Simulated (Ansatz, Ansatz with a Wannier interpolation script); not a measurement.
# CdHClO (P6_3mc): what limits a Wannier interpolation of GW, part 2 of 2

How do the Wannier model and the GW settings move the interpolated bands of CdHClO (P6_3mc)?

Ansatz 0.2.0; maximally localised Wannier functions, LDA, plane waves, PAW. Known limits of the many-body steps: not at the basis limit; d shell near the gap, gap tends to lie low; no spin-orbit coupling; coarse k mesh.

So far. Step 3 (Wannier model on 6×6×2): Near the gap the model misses directly solved bands by 3.6 meV r.m.s. and by 36 meV at most in the window tested. This tests the starting bands, not the corrections carried with them.

**5. G0W0: 6×6×2 mesh, 447 empty bands, screening to 140 eV**

Now the one-shot GW correction: screening in the RPA, then the self-energy of the levels asked for.

This step: G0W0 on LDA, plane waves, PAW.

The input, input.yaml:

```yaml
crystal:
  lattice:
    - [3.6648, 0.0, 0.0]
    - [-1.8324, 3.1738098998, 0.0]
    - [0.0, 0.0, 10.2305]
  atoms:
    - { symbol: Cd, position: [0.3333333333, 0.6666666667, 0.0081401704] }
    - { symbol: Cd, position: [0.6666666667, 0.3333333333, 0.5081401704] }
    - { symbol: H, position: [0.0, 0.0, 0.1812524944] }
    - { symbol: H, position: [0.0, 0.0, 0.6812524944] }
    - { symbol: Cl, position: [0.3333333333, 0.6666666667, 0.3460004021] }
    - { symbol: Cl, position: [0.6666666667, 0.3333333333, 0.8460004021] }
    - { symbol: O, position: [0.0, 0.0, 0.0850169331] }
    - { symbol: O, position: [0.0, 0.0, 0.5850169331] }
kpoints:
  mp_grid: { grid: [6, 6, 2] }
hamiltonian:
  xc: lda
scf:
  occupations: { method: fixed }
gw:
  n_empty_bands: 447
  ecut_chi: 140.0
  qp_bands: [v12, c1]
  screening: { model: contour_deformation }
```

Started as:

```bash
$ ansatz run input.yaml --threads 4 --pin off --max-ram 18432MiB --backend cpu --events-out ev --progress --plain --runs-dir out
```

Numbers of over 12 decimals in the logs are rounded to 6 here.

What it wrote:

```text
[...]
Crystal: 8 atoms, lattice volume = 118.995 Å³
Basis set: ecut = 420 eV, 2303 PW (Γ)
Bands: 42, of which v1, the nominal top of the filled ones, is band 34 counted from 1 (33 counted from 0)
Symmetry: 12 space group operations
[...]
k-points: 14 of 72
[...]
0    30      4.3677   -25.5461     4.1139   -20.5633  0.7482     3.4857     3.4988  root
[...]
13    32      3.6053   -22.4274     3.3432   -17.9147  0.7594     2.4078     2.4359  root
    13    33      4.8662   -25.0151     3.5091   -20.5211  0.7632     3.8661     3.8812  root
    13    34      4.8662   -25.0151     3.5091   -20.5211  0.7632     3.8661     3.8812  root
    13    35     10.9988   -11.0858    -4.4260   -16.8769  0.7968    12.3906    12.3640  root
[key lines of the parts left out:]
SCF converged after 8 iterations
Free energy (F): -19469.410554 eV
Fermi energy:    5.092928 eV
```

Elapsed: 19 min, on 4 threads of Arm Neoverse V1, shared host; peak memory 2.8 GiB.

The G0W0 gap on the mesh is 4.210 eV.

**6. G0W0: 3×3×1 mesh, 447 empty bands, screening to 140 eV**

Changes to input.yaml since step 5:

```diff
@@ -15,3 +15,3 @@
 kpoints:
-  mp_grid: { grid: [6, 6, 2] }
+  mp_grid: { grid: [3, 3, 1] }
 hamiltonian:
```

What it wrote:

```text
[...]
Crystal: 8 atoms, lattice volume = 118.995 Å³
Basis set: ecut = 420 eV, 2303 PW (Γ)
Bands: 42, of which v1, the nominal top of the filled ones, is band 34 counted from 1 (33 counted from 0)
Symmetry: 12 space group operations
[...]
k-points: 3 of 9
[...]
0    30      4.3893   -25.7852     4.3082   -20.6276  0.7403     3.5246     3.5399  root
[...]
2    32      3.9247   -23.1474     3.4801   -18.5554  0.7542     2.7835     2.8127  root
     2    33      4.8120   -24.8724     3.5920   -20.3237  0.7557     3.8369     3.8553  root
     2    34      4.8120   -24.8724     3.5920   -20.3237  0.7557     3.8369     3.8553  root
     2    35     10.9994   -11.0017    -4.5352   -16.8281  0.7878    12.3229    12.2907  root
[key lines of the parts left out:]
SCF converged after 8 iterations
Free energy (F): -19469.290731 eV
Fermi energy:    5.119615 eV
```

Run time: 41 s. Hardware: 4 threads; peak memory 2.1 GiB.

The G0W0 gap on the mesh is 4.146 eV.

**7. G0W0: 6×6×2 mesh, 208 empty bands, screening to 84 eV, plasmon pole**

Changes to input.yaml since step 6:

```diff
@@ -15,3 +15,3 @@
 kpoints:
-  mp_grid: { grid: [3, 3, 1] }
+  mp_grid: { grid: [6, 6, 2] }
 hamiltonian:
@@ -21,5 +21,5 @@
 gw:
-  n_empty_bands: 447
-  ecut_chi: 140.0
+  n_empty_bands: 208
+  ecut_chi: 84
   qp_bands: [v12, c1]
-  screening: { model: contour_deformation }
+  screening: { model: godby_needs }
```

What it wrote:

```text
[...]
Crystal: 8 atoms, lattice volume = 118.995 Å³
Basis set: ecut = 420 eV, 2303 PW (Γ)
Bands: 42, of which v1, the nominal top of the filled ones, is band 34 counted from 1 (33 counted from 0)
Symmetry: 12 space group operations
[...]
k-points: 14 of 72
[...]
0    30      4.3677   -25.5461     4.3346   -20.5633  0.7869     3.7167     3.7195  root
[...]
13    32      3.6053   -22.4274     3.4763   -17.9147  0.8006     2.5623     2.5689  root
    13    33      4.8662   -25.0151     3.7377   -20.5211  0.7971     4.1065     4.1098  root
    13    34      4.8662   -25.0151     3.7377   -20.5211  0.7971     4.1065     4.1098  root
    13    35     10.9988   -11.0858    -4.0927   -16.8769  0.8249    12.7111    12.6972  root
[key lines of the parts left out:]
SCF converged after 8 iterations
Free energy (F): -19469.410554 eV
Fermi energy:    5.092928 eV
```

Run time: 3.7 min. Hardware: 4 threads; peak memory 1.2 GiB; 14 min of CPU time.

The G0W0 gap on the mesh is 4.096 eV.

**8. Interpolated results**

Times are wall times on 4 threads of Arm Neoverse V1, shared host, good to a factor of about two.

| GW mesh | empty bands | cutoff (eV) | frequency | gap on mesh (eV) | gap over zone (eV) | direct gap (eV) | valence width (eV) | GW time |
| --- | --- | --- | --- | --- | --- | --- | --- | --- |
| 6×6×2 | 447 | 140 | contour deformation | 4.210 | 4.210 | 4.210 | 4.983 | 19 min |
| 3×3×1 | 447 | 140 | contour deformation | 4.146 | 4.157 | 4.167 | 4.960 | 41 s |
| 6×6×2 | 208 | 84 | plasmon pole | 4.096 | 4.096 | 4.096 | 5.234 | 3.7 min |

**9. What came out**

```yaml
6x6x2_mesh_447_empty_bands_screening_to_140_ev: 4.21 eV
3x3x1_mesh_447_empty_bands_screening_to_140_ev: 4.16 eV
6x6x2_mesh_208_empty_bands_screening_to_84_ev_plasmon_pole: 4.10 eV
```

In words: The largest change, −0.11 eV in the gap over the zone, comes with 6×6×2 mesh, 208 empty bands, screening to 84 eV, plasmon pole. The first run is a reference, not a converged one, and where a row moves several settings no single cause can be named. Rows on another GW mesh add that mesh's corrections to the bands of the one model. Coarser Wannier mesh (6×6×2): the miss near the gap goes from under 1 (the model on 12×12×4) to 4 meV and the total spread from 31.4 to 29.3 Å². With 3×3×1 mesh, 447 empty bands, screening to 140 eV the gap over the zone moves by −0.05 eV and that on the mesh by −0.06 eV. With 6×6×2 mesh, 208 empty bands, screening to 84 eV, plasmon pole the gap over the zone moves by −0.11 eV and that on the mesh by −0.11 eV. Gaps over the zone and on the mesh differ where an edge lies off the mesh, or where a GW run starts from another density: the starting gap over the zone is 2.310 eV, on the GW meshes it is 2.310 eV and 2.288 eV. A d shell, filled or nearly so, lies near the gap. One-shot GW converges very slowly in bands there, not always from below, and on a semilocal start the gap tends to come out low; starts rich in exact exchange can overshoot instead. The many-body steps are scalar-relativistic: spin-orbit coupling is not in them.

[Paths, hosts, dates, memory and timing lines, banners, echoed tables and standing remarks are left out of the program output.]

[Logs are printed without paths, hosts, clocks, repeated set-up lines and the standing remarks that a program may print on its own settings, such as how far it seeks lower states.]

[Runs of the session that timed out or met a known fault of the program may be left out.]

[Hosts, paths, dates, database ids (printed as entryN), source tags and the programs' standing remarks are cut or masked in the printed files.]
